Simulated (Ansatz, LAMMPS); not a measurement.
# Charge trapping in amorphous 31Ga2O3-69TiO2 (mol %) (116 atoms)

Does an extra electron or hole in amorphous 31Ga2O3-69TiO2 (mol %) (116 atoms) stay spread out, or do the atoms trap it?

Program: Ansatz 0.2.0. Level of theory: Kohn-Sham DFT, RPBE, PAW (set soft_1), plane waves; PAW set soft_1. Values are calculated unless marked as measured.

## (1) The starting structure

The cell holds 116 atoms: 20 Ga, 22 Ti and 74 O. Its edges and angles: a = 11.051 Å, b = 11.051 Å, c = 11.051 Å, α = 90.0°, β = 90.0°, γ = 90.0°. 116 atoms (20 Fe, 22 Ti, 74 O) placed at random at 3.92 g/cm³, melted at 5000 K for 10 ps at fixed volume with the Morse and Coulomb pair potential with partial charges (Pedone, Malavasi, Menziani, Cormack and Segre, J. Phys. Chem. B 110, 11780 (2006)). Quenched from 5000 K to 300 K at 20 K/ps and fixed volume, held 10 ps at zero pressure, then minimised at fixed cell. Then Fe was replaced by Ga and the cell scaled by 1.006 (the potential has no terms for the new elements, so the cell is a start for a DFT relaxation).

Limits known from the start: The quench rate of 20 K/ps is orders of magnitude faster than experiment, which tends to freeze in extra defects. The starting topology of bonds comes from the classical model, and needn't be the one that DFT or experiment would give. Only the Γ point is sampled, in a cell whose shortest periodic width is 11 Å.

## (2) Single point at the start

The forces at the start show how far the geometry lies from a minimum of this functional.

input.yaml reads:

```yaml
crystal:
  lattice:
    - [11.05068, 0.0, 0.0]
    - [0.0, 11.05068, 0.0]
    - [0.0, 0.0, 11.05068]
  atoms:
    - { symbol: Ga, position: [0.62558, 0.40439, 0.73708] }
    - { symbol: Ga, position: [0.11193, 0.95536, 0.53572] }
    - { symbol: Ga, position: [0.31097, 0.44895, 0.35161] }
    - { symbol: Ga, position: [0.40888, 0.91562, 0.16247] }
    - { symbol: Ga, position: [0.3528, 0.53046, 0.64656] }
    - { symbol: Ga, position: [0.86935, 0.54395, 0.61764] }
    - { symbol: Ga, position: [0.70329, 0.49813, 0.03416] }
    - { symbol: Ga, position: [0.59222, 0.18083, 0.90775] }
    - { symbol: Ga, position: [0.91283, 0.77739, 0.43555] }
    - { symbol: Ga, position: [0.89212, 0.35022, 0.14074] }
    - { symbol: Ga, position: [0.15659, 0.80404, 0.00591] }
    - { symbol: Ga, position: [0.57326, 0.0639, 0.64242] }
    - { symbol: Ga, position: [0.57837, 0.60761, 0.51659] }
    - { symbol: Ga, position: [0.07965, 0.56014, 0.46253] }
    - { symbol: Ga, position: [0.96773, 0.58907, 0.93434] }
    - { symbol: Ga, position: [0.35217, 0.24623, 0.78187] }
    - { symbol: Ga, position: [0.63406, 0.90437, 0.93925] }
    - { symbol: Ga, position: [0.09644, 0.31347, 0.66788] }
    - { symbol: Ga, position: [0.91833, 0.29718, 0.88417] }
    - { symbol: Ga, position: [0.80246, 0.5103, 0.32619] }
    - { symbol: Ti, position: [0.01303, 0.29748, 0.40854] }
    - { symbol: Ti, position: [0.80432, 0.22145, 0.64244] }
    - { symbol: Ti, position: [0.84779, 0.04067, 0.04045] }
    - { symbol: Ti, position: [0.64298, 0.20161, 0.18236] }
    - { symbol: Ti, position: [0.21812, 0.75745, 0.29631] }
    - { symbol: Ti, position: [0.36949, 0.96784, 0.87116] }
    - { symbol: Ti, position: [0.1231, 0.48617, 0.16551] }
    - { symbol: Ti, position: [0.30111, 0.1782, 0.5176] }
    - { symbol: Ti, position: [0.87343, 0.06437, 0.36619] }
    - { symbol: Ti, position: [0.85879, 0.92912, 0.72158] }
    - { symbol: Ti, position: [0.6031, 0.89869, 0.38508] }
    - { symbol: Ti, position: [0.1142, 0.72094, 0.70935] }
    - { symbol: Ti, position: [0.08948, 0.15232, 0.12427] }
    - { symbol: Ti, position: [0.54594, 0.62281, 0.23576] }
    - { symbol: Ti, position: [0.37186, 0.83889, 0.56671] }
    - { symbol: Ti, position: [0.85708, 0.75072, 0.12611] }
    - { symbol: Ti, position: [0.21774, 0.47126, 0.86231] }
    - { symbol: Ti, position: [0.56, 0.33681, 0.46485] }
    - { symbol: Ti, position: [0.3466, 0.26157, 0.07344] }
    - { symbol: Ti, position: [0.08688, 0.06041, 0.82365] }
    - { symbol: Ti, position: [0.71964, 0.66763, 0.81384] }
    - { symbol: Ti, position: [0.44889, 0.6392, 0.94979] }
    - { symbol: O, position: [0.98987, 0.95914, 0.42078] }
    - { symbol: O, position: [0.09258, 0.16536, 0.94689] }
    - { symbol: O, position: [0.6587, 0.51227, 0.86599] }
    - { symbol: O, position: [0.24052, 0.85816, 0.17075] }
    - { symbol: O, position: [0.43493, 0.68518, 0.59682] }
    - { symbol: O, position: [0.46219, 0.53665, 0.34396] }
    - { symbol: O, position: [0.30789, 0.3787, 0.1868] }
    - { symbol: O, position: [0.20107, 0.94926, 0.89481] }
    - { symbol: O, position: [0.66746, 0.46548, 0.43322] }
    - { symbol: O, position: [0.46292, 0.93164, 0.00053] }
    - { symbol: O, position: [0.33445, 0.80341, 0.39971] }
    - { symbol: O, position: [0.57307, 0.02818, 0.81242] }
    - { symbol: O, position: [0.76682, 0.05479, 0.66573] }
    - { symbol: O, position: [0.41547, 0.15458, 0.63277] }
    - { symbol: O, position: [0.57298, 0.73169, 0.8966] }
    - { symbol: O, position: [0.50703, 0.22911, 0.08272] }
    - { symbol: O, position: [0.78732, 0.3923, 0.65387] }
    - { symbol: O, position: [0.02557, 0.17086, 0.29078] }
    - { symbol: O, position: [0.48714, 0.76045, 0.17967] }
    - { symbol: O, position: [0.88055, 0.35751, 0.31921] }
    - { symbol: O, position: [0.799, 0.65884, 0.00023] }
    - { symbol: O, position: [0.26094, 0.02452, 0.49021] }
    - { symbol: O, position: [0.71218, 0.34877, 0.12901] }
    - { symbol: O, position: [0.38207, 0.90202, 0.72557] }
    - { symbol: O, position: [0.51626, 0.55362, 0.07458] }
    - { symbol: O, position: [0.07088, 0.32979, 0.12295] }
    - { symbol: O, position: [0.59138, 0.25139, 0.32832] }
    - { symbol: O, position: [0.87406, 0.60031, 0.78594] }
    - { symbol: O, position: [0.38374, 0.30255, 0.44322] }
    - { symbol: O, position: [0.51486, 0.29751, 0.811] }
    - { symbol: O, position: [0.75495, 0.8344, 0.80824] }
    - { symbol: O, position: [0.08575, 0.72852, 0.38545] }
    - { symbol: O, position: [0.95475, 0.53283, 0.18635] }
    - { symbol: O, position: [0.87787, 0.43647, 0.98052] }
    - { symbol: O, position: [0.25219, 0.53374, 0.49775] }
    - { symbol: O, position: [0.02915, 0.63638, 0.60746] }
    [... 32 atom lines left out ...]
    - { symbol: O, position: [0.77726, 0.88523, 0.06314] }
    - { symbol: O, position: [0.88692, 0.20511, 0.03697] }
    - { symbol: O, position: [0.14794, 0.23741, 0.50194] }
    - { symbol: O, position: [0.68181, 0.08517, 0.02059] }
    - { symbol: O, position: [0.05533, 0.75008, 0.8542] }
    - { symbol: O, position: [0.68531, 0.62729, 0.65187] }
kpoints:
  mp_grid: { grid: [1, 1, 1] }
hamiltonian:
  xc: rpbe
  pseudopotentials: { kind: paw, azcp: { folder: soft_1 } }
scf:
  occupations: { method: gaussian, width: 0.05 }
output:
  forces: true
```

The run is started by

```sh
> ansatz run input.yaml --threads 4 --pin off --max-ram 8192MiB --backend cpu --events-out ev --progress --plain --runs-dir out
```

Output:

```text
Engine: ansatz 0.2.0, aarch64-unknown-linux-gnu
Pseudopotentials: kind: paw
Pseudopotential: Ga, paw, valence charge 13, recommended cutoff 420 eV (normal), soft_1/Ga.paw.azcp
Pseudopotential: Ti, paw, valence charge 12, recommended cutoff 420 eV (normal), soft_1/Ti.paw.azcp
Pseudopotential: O, paw, valence charge 6, recommended cutoff 420 eV (normal), soft_1/O.paw.azcp
[... 5 lines on functional and potentials left out ...]
Crystal: 116 atoms, lattice volume = 1349.482 Å³
Basis set: ecut = 420 eV, 26193 PW (Γ), exchange–correlation on 150×150×150 points (8 copies of the dense FFT grid, shifted against one another)
Bands: 600, of which v1, the nominal top of the filled ones, is band 484 counted from 1 (483 counted from 0)
Symmetry: 1 space group operations
Space group: P1 (ITA 1), of the structure as read, at distance tolerance 1.1e-4 Å
k-points: 1
[... 10 lines on functional and potentials left out ...]
Initial density: superposition of atomic densities (chi_scale 0.1, normalization cell, long waves kept (reshape's long-wave potential 0.15 eV rms))
Initial wavefunctions: pseudopotential atomic-orbital guess
Functional: x = rpbe, c = pbe(β = 0.066725)
SCF iter   1: F=—  HF=-173087.866668 eV  |F-HF|=—  |Δ(HF+E_count)|=         —  Δρ=9.40e-2  dr2=8.75e1  ethr=3.10e-3  ⟨swp⟩=6.0  Hψ=1923  notcnv=0  defer=43
preconditioner: auto → Resta (q_TF=auto, 2.581 Å⁻¹)  ε∞=6.1  [insulator: Δε(μ)=2.515 eV  Ē_g=12.634 eV  σ=0.050 eV  W_gap=1.00  n_scr=388 (ndim 8)  ℏωp=28.4 eV  f_vac=0.021  D(μ)=0.00/eV (n_scr^D=0)  ε∞_Penn≈6.1]
SCF iter   2: F=—  HF=-173069.623526 eV  |F-HF|=—  |Δ(HF+E_count)|=    1.82e1  Δρ=4.54e-2  dr2=2.10e1  ethr=3.10e-3  ⟨swp⟩=2.0  Hψ=1020  notcnv=0  defer=108
SCF iter   3: F=—  HF=-173066.568764 eV  |F-HF|=—  |Δ(HF+E_count)|=    3.05e0  Δρ=2.24e-2  dr2=7.32e0  ethr=2.16e-3  ⟨swp⟩=3.0  Hψ=1500  notcnv=0  defer=67
automatic band count: iteration 3 solves 561 bands in place of 600: the levels show a gap, and the empty bands left out lie too high to hold charge; the band table lists the bands solved (type scf.n_extra_bands for more)
SCF iter   4: F=—  HF=-173065.735933 eV  |F-HF|=—  |Δ(HF+E_count)|=   8.33e-1  Δρ=8.18e-3  dr2=1.02e0  ethr=7.56e-4  ⟨swp⟩=8.0  Hψ=867  notcnv=0  defer=67
SCF iter   5: F=—  HF=-173066.024687 eV  |F-HF|=—  |Δ(HF+E_count)|=   2.89e-1  Δρ=4.53e-3  dr2=2.90e-1  ethr=1.05e-4  ⟨swp⟩=3.0  Hψ=1003  notcnv=0  defer=66
SCF iter   6: F=—  HF=-173066.154813 eV  |F-HF|=—  |Δ(HF+E_count)|=   1.30e-1  Δρ=2.37e-3  dr2=9.40e-2  ethr=3.00e-5  ⟨swp⟩=4.0  Hψ=912  notcnv=0  defer=66
SCF iter   7: F=—  HF=-173066.195874 eV  |F-HF|=—  |Δ(HF+E_count)|=   4.11e-2  Δρ=1.05e-3  dr2=1.77e-2  ethr=9.71e-6  ⟨swp⟩=2.0  Hψ=959  notcnv=0  defer=66
SCF iter   8: F=—  HF=-173066.205349 eV  |F-HF|=—  |Δ(HF+E_count)|=   9.47e-3  Δρ=4.77e-4  dr2=4.14e-3  ethr=1.83e-6  ⟨swp⟩=2.0  Hψ=876  notcnv=0  defer=66
SCF iter   9: F=—  HF=-173066.211497 eV  |F-HF|=—  |Δ(HF+E_count)|=   6.15e-3  Δρ=3.48e-4  dr2=1.82e-3  ethr=4.28e-7  ⟨swp⟩=2.0  Hψ=957  notcnv=0  defer=66
SCF iter  10: F=—  HF=-173066.212280 eV  |F-HF|=—  |Δ(HF+E_count)|=   7.83e-4  Δρ=1.18e-4  dr2=2.38e-4  ethr=1.88e-7  ⟨swp⟩=2.0  Hψ=1108  notcnv=0  defer=66
SCF iter  11: F=—  HF=-173066.212462 eV  |F-HF|=—  |Δ(HF+E_count)|=   1.82e-4  Δρ=5.67e-5  dr2=6.03e-5  ethr=2.46e-8  ⟨swp⟩=2.0  Hψ=832  notcnv=0  defer=66
SCF iter  12: F=—  HF=-173066.209372 eV  |F-HF|=—  |Δ(HF+E_count)|=   3.09e-3  Δρ=4.85e-5  dr2=3.69e-5  ethr=6.23e-9  ⟨swp⟩=2.0  Hψ=978  notcnv=0  defer=66
SCF iter  13: F=—  HF=-173066.209388 eV  |F-HF|=—  |Δ(HF+E_count)|=   1.52e-5  Δρ=1.81e-5  dr2=5.54e-6  ethr=3.82e-9  ⟨swp⟩=2.0  Hψ=941  notcnv=0  defer=66
SCF iter  14: F=—  HF=-173066.209390 eV  |F-HF|=—  |Δ(HF+E_count)|=   2.27e-6  Δρ=1.02e-5  dr2=1.65e-6  ethr=5.73e-10  ⟨swp⟩=2.0  Hψ=880  notcnv=0  defer=66
SCF iter  15: F=—  HF=-173066.209390 eV  |F-HF|=—  |Δ(HF+E_count)|=   2.94e-7  Δρ=4.32e-6  dr2=3.26e-7  ethr=1.70e-10  ⟨swp⟩=2.0  Hψ=854  notcnv=0  defer=66
SCF iter  16: F=—  HF=-173066.209390 eV  |F-HF|=—  |Δ(HF+E_count)|=   2.04e-7  Δρ=3.02e-6  dr2=1.40e-7  ethr=1.03e-11  ⟨swp⟩=4.0  Hψ=1710  notcnv=0
SCF iter  17: F=-173066.209391 eV  HF=-173066.209391 eV  |F-HF|=3.40e-8  |Δ(HF+E_count)|=   1.01e-7  Δρ=2.34e-6  dr2=7.58e-8  ethr=1.03e-11  ⟨swp⟩=3.0  Hψ=1530  notcnv=0
SCF 1 converged in 17 iterations: F = -173066.209391 eV  dr2 = 7.58e-8
  greatest PAW one-centre occupation: 0.999 electrons in one spin orbital (limit 2), on the Ti atom at site 21 (counted from 0), in its partial waves of l = 0
SCF converged after 17 iterations
Free energy (F): -173066.209391 eV
Harris-Foulkes:  -173066.209391 eV  (|F-HF|=3.40e-8)
Internal energy: -173066.209391 eV  (E = F + TS)
E sigma→0 (E₀):  -173066.209391 eV
Fermi energy:    8.636811 eV
--- Per-component energies (eV) ---
  E_band       = -6047.468705
  E_kinetic    = 20891.002805
  E_local      = -83425.563614  (includes V_loc(G=0)·N_el)
  E_nonlocal   = 3319.235460
  E_hartree    = 39805.488636
  E_xc         = -9127.999705
  E_vxc        = -11063.071275  (∫ρ·V_xc dr)
  E_paw        = -75263.580162  (= ΣΔE_a)
  E_vpaw       = -15380.100330  (= ΣTr[D̂ρ^β])
  E_aug_tail   = 0.050590  (compensation charges beyond the density's cutoff)
  E_ewald      = -69259.665410
  E_core_change = -5.177993  (= ΣΔE_core)
  E_smearing   = -0.000000  (= −TS)
  E_closure    = 0.000000  (closes the sum)
  Σ components = -173066.209391   (vs F -173066.209391, Δ=0.00e0)
--- Forces (eV/Å), atoms counted from 1 ---
  atom   1  Ga     0.53412288    -0.48795292     0.42147459
  atom   2  Ga     0.19532222     0.23619096     0.82102406
  atom   3  Ga    -0.08149352    -0.00806700     0.16256923
  atom   4  Ga     0.74582600    -1.28720171     0.45857021
  atom   5  Ga    -0.49413760    -0.10184782    -0.14852844
  atom   6  Ga    -0.15642867    -0.38366052     0.42294423
  atom   7  Ga    -0.38908113     0.47650790    -0.01711014
  atom   8  Ga     0.93523185    -0.11359228    -0.71803997
  atom   9  Ga     0.25905236     0.29900141    -0.34082536
  atom  10  Ga     0.90353651     0.24032864     0.10587552
  atom  11  Ga     0.62727154    -0.19775537    -0.83085454
  atom  12  Ga    -0.26597670     0.19219454     0.08005429
  atom  13  Ga     0.07338693     0.09812068    -0.19419292
  atom  14  Ga     1.25210001    -0.64092112    -0.32853214
[...]
atom 115  O     -0.74489806    -0.02657098     2.42089925
  atom 116  O      0.43325901     0.04800580    -0.37161596
  max |Σ_I F_I| component: 7.12e-5 eV/Å
```

Run time: 37 s. Hardware: 4 threads of Arm Neoverse V2, shared host; peak memory 2.2 GiB.

The r.m.s. force at the start is 0.76 eV/Å.

## (3) Relaxation

With the cell held, the atoms are moved downhill towards a nearby minimum.

input.yaml reads:

```yaml
crystal:
  lattice:
    - [11.05068, 0.0, 0.0]
    - [0.0, 11.05068, 0.0]
    - [0.0, 0.0, 11.05068]
  atoms:
    [... the 116 atom lines of step 2 ...]
kpoints:
  mp_grid: { grid: [1, 1, 1] }
hamiltonian:
  xc: rpbe
  pseudopotentials: { kind: paw, azcp: { folder: soft_1 } }
scf:
  occupations: { method: gaussian, width: 0.05 }
output:
  forces: true
relax:
  f_tol: 0.05
  max_steps: 120
```

Output:

```text
[...]
Crystal: 116 atoms, lattice volume = 1349.482 Å³
Basis set: ecut = 420 eV, 26193 PW (Γ), exchange–correlation on 150×150×150 points (8 copies of the dense FFT grid, shifted against one another)
Bands: 600, of which v1, the nominal top of the filled ones, is band 484 counted from 1 (483 counted from 0)
Symmetry: 1 space group operations
[...]
k-points: 1
[...]
SCF iter   1: F=—  HF=-173087.866668 eV  |F-HF|=—  |Δ(HF+E_count)|=         —  Δρ=9.40e-2  dr2=8.75e1  ethr=3.10e-3  ⟨swp⟩=6.0  Hψ=1923  notcnv=0  defer=43
[...]
SCF iter  11: F=—  HF=-173066.209312 eV  |F-HF|=—  |Δ(HF+E_count)|=   1.83e-4  Δρ=5.68e-5  dr2=6.05e-5  ethr=2.51e-8  ⟨swp⟩=2.0  Hψ=832  notcnv=0  defer=105
SCF iter  12: F=-173066.209369 eV  HF=-173066.209372 eV  |F-HF|=3.28e-6  |Δ(HF+E_count)|=   5.99e-5  Δρ=4.65e-5  dr2=3.45e-5  ethr=6.25e-9  ⟨swp⟩=3.0  Hψ=1558  notcnv=0
SCF 1 converged in 12 iterations: F = -173066.209369 eV  dr2 = 3.45e-5
[...]
relax step   1: F+E_penalty+E_count = -173066.20936877 eV  Δ(F+E_penalty+E_count) = +0.000e0 eV  max|allowed force component| = 2.421e0 eV/Å  Δτ_max = 0.0000 Å  (12 SCF iters, dr2 threshold 6.25e-5 eV, accepted)
[...]
relax step   2: F+E_penalty+E_count = -173069.60658156 eV  Δ(F+E_penalty+E_count) = -3.397e0 eV  max|allowed force component| = 1.223e0 eV/Å  Δτ_max = 0.1016 Å  (8 SCF iters, dr2 threshold 1.00e-4 eV, accepted)
[...]
relax step   3: F+E_penalty+E_count = -173070.89043962 eV  Δ(F+E_penalty+E_count) = -1.284e0 eV  max|allowed force component| = 6.389e-1 eV/Å  Δτ_max = 0.0956 Å  (8 SCF iters, dr2 threshold 9.35e-5 eV, accepted)
relax step   4: F+E_penalty+E_count = -173071.59359810 eV  Δ(F+E_penalty+E_count) = -7.032e-1 eV  max|allowed force component| = 6.334e-1 eV/Å  Δτ_max = 0.2000 Å  (9 SCF iters, dr2 threshold 1.00e-4 eV, accepted)
relax step   5: F+E_penalty+E_count = -173071.74912856 eV  Δ(F+E_penalty+E_count) = -1.555e-1 eV  max|allowed force component| = 2.211e-1 eV/Å  Δτ_max = 0.0722 Å  (7 SCF iters, dr2 threshold 1.00e-4 eV, accepted)
relax step   6: F+E_penalty+E_count = -173071.83025696 eV  Δ(F+E_penalty+E_count) = -8.113e-2 eV  max|allowed force component| = 3.577e-1 eV/Å  Δτ_max = 0.2000 Å  (10 SCF iters, dr2 threshold 5.96e-6 eV, accepted)
relax step   7: F+E_penalty+E_count = -173071.91071437 eV  Δ(F+E_penalty+E_count) = -8.046e-2 eV  max|allowed force component| = 1.224e-1 eV/Å  Δτ_max = 0.0906 Å  (8 SCF iters, dr2 threshold 1.56e-5 eV, accepted)
relax step   8: F+E_penalty+E_count = -173071.82524022 eV  Δ(F+E_penalty+E_count) = +8.547e-2 eV  max|allowed force component| = 3.101e-1 eV/Å  Δτ_max = 0.2000 Å  (13 SCF iters, rejected (line search))
relax step   9: F+E_penalty+E_count = -173071.93605999 eV  Δ(F+E_penalty+E_count) = -2.535e-2 eV  max|allowed force component| = 9.099e-2 eV/Å  Δτ_max = 0.0579 Å  (13 SCF iters, accepted)
relax step  10: F+E_penalty+E_count = -173071.94561586 eV  Δ(F+E_penalty+E_count) = -9.556e-3 eV  max|allowed force component| = 7.740e-2 eV/Å  Δτ_max = 0.0607 Å  (12 SCF iters, accepted)
relax step  11: F+E_penalty+E_count = -173071.95277182 eV  Δ(F+E_penalty+E_count) = -7.156e-3 eV  max|allowed force component| = 4.672e-2 eV/Å  Δτ_max = 0.0088 Å  (6 SCF iters, dr2 threshold 3.31e-6 eV, accepted)
[...]
relax step  12: F+E_penalty+E_count = -173071.95277368 eV  Δ(F+E_penalty+E_count) = -1.854e-6 eV  max|allowed force component| = 4.680e-2 eV/Å  Δτ_max = 0.0000 Å  (5 SCF iters, accepted)
SCF converged after 5 iterations
Free energy (F): -173071.952774 eV
[...]
Internal energy: -173071.952774 eV  (E = F + TS)
E sigma→0 (E₀):  -173071.952774 eV
Fermi energy:    8.547116 eV
[...]
Σ components = -173071.952774   (vs F -173071.952774, Δ=0.00e0)
--- Forces (eV/Å), atoms counted from 1 ---
  atom   1  Ga    -0.00617672    -0.00101015     0.00812283
  atom   2  Ga     0.00520033     0.02746348     0.03145549
  atom   3  Ga     0.02119185     0.00188081     0.00647538
  atom   4  Ga    -0.01930591     0.00417217     0.00200899
[...]
atom 116  O     -0.00774835     0.01080535     0.00841225
  max |Σ_I F_I| component: 1.01e-4 eV/Å
--- Relaxed structure (12 steps of the walk, 11 accepted, 0 SCFs on fresh bases) ---
  F+E_penalty+E_count = -173071.95277368 eV   max|allowed force component| = 4.680e-2 eV/Å
  atoms:
    - { symbol: Ga, position: [0.622116, 0.399386, 0.746851] }
    - { symbol: Ga, position: [0.113607, 0.950813, 0.529723] }
    - { symbol: Ga, position: [0.306454, 0.438012, 0.364635] }
    - { symbol: Ga, position: [0.419805, 0.893062, 0.163141] }
[...]
- { symbol: O, position: [0.681355, 0.643870, 0.647100] }
```

Run time: 4.3 min. Hardware: 4 threads; peak memory 2.3 GiB; 17 min of CPU time.

The relaxation converged after 12 steps, 5.74 eV below its start, with a largest force component of 0.047 eV/Å.

(Continued in part 2 of 5.)

[Long decimals in the printed logs are rounded to 6 places.]

[Logs are printed without paths, hosts, clocks, repeated set-up lines and the standing remarks that a program may print on its own settings, such as how far it seeks lower states.]

[Hosts, paths, dates, database ids (printed as entryN), source tags and the programs' standing remarks are cut or masked in the printed files.]
